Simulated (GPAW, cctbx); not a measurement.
# By hand: from a DFT structure factor to an extinction distance in VCdNi4

VCdNi4, F-43m (no. 216), a = 6.7572 Å, b = 6.7572 Å, c = 6.7572 Å, α = 90.00°, β = 90.00°, γ = 90.00°.

| atom | mult. | x | y | z |
| --- | --- | --- | --- | --- |
| Cd1 | 4 | 1/4 | 3/4 | 3/4 |
| Ni1 | 16 | 0.1253 | 0.1253 | 0.8747 |
| V1 | 4 | 1/2 | 0 | 0 |

The cell comes from substitution in a known structure type and wasn't matched to any measured phase.

A DFT run (GPAW, PBE, 450 eV, 6×6×6 k-points, Fermi–Dirac width 0.1 eV, spin-polarised) gives the static X-ray structure factor of 020 as 94.055 e for the conventional cell; superposed free atoms give 94.712 e. **Problem.** Find the Fourier component V of the crystal potential and the two-beam extinction distance at 80 kV in both cases.

## Step 1: Geometry

The cell volume is Ω = 308.53 Å³ and d(020) = 3.3786 Å, so g = 1/d = 0.2960 Å⁻¹.

## Step 2: The nuclei

Electrons feel nuclei as well as electrons, so the nuclear charges are summed with the same phases.

Phase sums Σ exp(2πi h·x), turned so that the total is real and positive: Cd +4.000, Ni +0.056, V -4.000. Then F_Z = 48 × (+4.000) + 28 × (+0.056) + 23 × (-4.000) = 101.58 e. The electron term has the same sign for this reflection.

## Step 3: Mott–Bethe

Poisson's equation, term by term, gives V = (e/4πε₀)(F_Z − F)/(πΩg²), with e/4πε₀ = 14.3996 V Å.

The prefactor is 14.3996 × 3.3786²/(π × 308.53) = 0.16958 V per electron. Free atoms: (101.58 − 94.712) × 0.16958 = 1.165 V. Crystal: (101.58 − 94.055) × 0.16958 = 1.276 V. F changes by -0.69 % and V by +9.6 %: the same 0.66 e is measured against F_Z − F = 6.9 e in place of F = 94.7 e.

## Step 4: Extinction distance

In the two-beam case ξ = 1/(λU) with U = 2γm₀eV/h², that is ξ = 150.41 V Å²/(γλV).

At 80 kV, λ = 0.04176 Å and γ = 1.1566. Free atoms: ξ = 2673 Å. Crystal: ξ = 2440 Å. The thickness fringes go as sin²(πt/ξ), so the two patterns slip by a quarter of a period when t|1/ξ₁ − 1/ξ₀| = 1/4, at t ≈ 699 nm. Thermal motion, absorption and many-beam coupling, left out here, change a real pattern.

## Step 5: Answer

V(020) is 1.28 V against 1.17 V, and ξ is 2440 against 2673 Å. Limits: static atoms, two beams; a ferromagnetic start is the only order tried, and the real ground state may be antiferromagnetic or insulating.
